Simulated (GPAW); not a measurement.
Consider Li3Pb (I4/mmm).

```xyz
4
Lattice="-2.3357 2.3357 3.3443 2.3357 -2.3357 3.3443 2.3357 2.3357 -3.3443" Properties=species:S:1:pos:R:3 pbc="T T T"
Pb    0.0000    0.0000    0.0000
Li    0.0000    0.0000    3.3443
Li    2.3357    0.0000    1.6721
Li    0.0000    2.3357    1.6721
```

Absorber: atom 2, with 8 Li at 2.87 Å, 4 Pb at 3.30 Å and 2 Pb at 3.34 Å (cube and octahedron, as in bcc, site symmetry 4/mmm). Method: GPAW, LDA, excited-electron core hole (neutral cell), 16-atom cell with 6.6 Å between holes, 4×4×4 k points, dipole transitions, Gaussian full width 0.9 eV up to 4 eV, rising linearly to 3.5 eV at 25 eV, without spin-orbit coupling.

Question: Predict the near-edge structure at the Li K edge.

Main maxima up to 24 eV above the zero (height): 1.7 eV (1.93), 3.0 eV (1.32), 4.6 eV (1.96), 10.3 eV (1.66) and 17.9 eV (0.89). A K edge sees empty p states on the absorber. The total-energy difference is 57.26 eV. One term is added: -3.34 eV, since the hole is spin-paired here and a spin-polarised one costs that much less in the free atom (computed apart). The photon energy is then 53.92 eV. The tabulated edge of the element is 54.7 eV. The functional leaves an error in such absolute values: in the free atom LDA prices this hole 1.0 eV below PBE (computed apart), and PBE is itself good to a few eV.

The Li K spectrum (energy from the lowest empty level; intensity scaled to a mean of 1 over the first 20 eV; polarised curves are means over the symmetry-equivalent atoms):

```
E (eV)  isotropic  ε ⊥ c  ε ∥ c
  -2.0       0.00   0.00   0.00
  -1.4       0.00   0.00   0.00
  -0.8       0.01   0.01   0.00
  -0.2       0.14   0.18   0.05
   0.4       0.48   0.59   0.26
   1.0       1.07   1.30   0.62
   1.6       1.93   1.88   2.02
   2.2       1.45   0.83   2.69
   2.8       1.27   1.16   1.50
   3.4       1.18   1.26   1.00
   4.0       1.36   1.55   0.97
   4.6       1.96   2.38   1.12
   5.2       1.45   1.47   1.41
   5.8       0.94   0.81   1.19
   6.4       0.89   0.87   0.92
   7.0       0.87   0.83   0.96
   7.6       0.76   0.70   0.88
   8.2       0.81   0.77   0.88
   8.8       0.99   0.96   1.04
   9.4       1.34   1.32   1.38
  10.0       1.63   1.64   1.60
  10.6       1.61   1.66   1.51
  11.2       1.34   1.38   1.26
  11.8       0.99   1.00   0.96
  12.4       0.71   0.69   0.75
  13.0       0.58   0.55   0.65
  13.6       0.55   0.53   0.59
  14.2       0.53   0.53   0.53
  14.8       0.50   0.50   0.50
  15.4       0.50   0.49   0.54
  16.0       0.59   0.56   0.64
  16.6       0.72   0.70   0.77
  17.2       0.84   0.84   0.86
  17.8       0.89   0.90   0.87
  18.4       0.87   0.89   0.82
  19.0       0.80   0.82   0.75
  19.6       0.72   0.74   0.69
  20.2       0.68   0.69   0.65
  20.8       0.65   0.66   0.63
  21.4       0.62   0.63   0.60
  22.0       0.58   0.58   0.57
  22.6       0.52   0.52   0.52
  23.2       0.46   0.45   0.47
  23.8       0.40   0.40   0.41
  24.4       0.36   0.36   0.35
  25.0       0.33   0.34   0.32
  25.6       0.33   0.34   0.30
  26.2       0.35   0.36   0.32
  26.8       0.38   0.39   0.36
  27.4       0.41   0.42   0.40
  28.0       0.45   0.46   0.45
  28.6       0.49   0.48   0.49
  29.2       0.50   0.49   0.52
  29.8       0.50   0.49   0.53
  30.4       0.48   0.47   0.52
  31.0       0.46   0.44   0.50
  31.6       0.44   0.43   0.47
```

The crystal has 2 inequivalent Li sites and not all are shown here, while a measurement adds them all. The mesh is coarse (0.27 Å⁻¹ between points), so small maxima may be mesh ripples. Lifetime broadening is put in by hand, and intensities beyond about 20 eV depend on it and on the partial waves; weight that the partial waves miss at high energy is lost. The structure is a computed Materials Project entry and may be a hypothetical form.

[Banner, clock and machine lines of the logs are left out without a mark of their own.]

[Logs are printed without paths, hosts, clocks, repeated set-up lines and the standing remarks that a program may print on its own settings, such as how far it seeks lower states.]

[Hosts, paths, dates, database ids (printed as entryN), source tags and the programs' standing remarks are cut or masked in the printed files.]

[Lists of maxima count a maximum above −3 eV only where it reaches 4 % of the highest in the window and stands out from its surroundings by 2 % of it (1.5 % where it reaches 55 %); shoulders and weaker maxima are passed over, and of the rest the first, up to two pre-edge ones and the few strongest are named.]
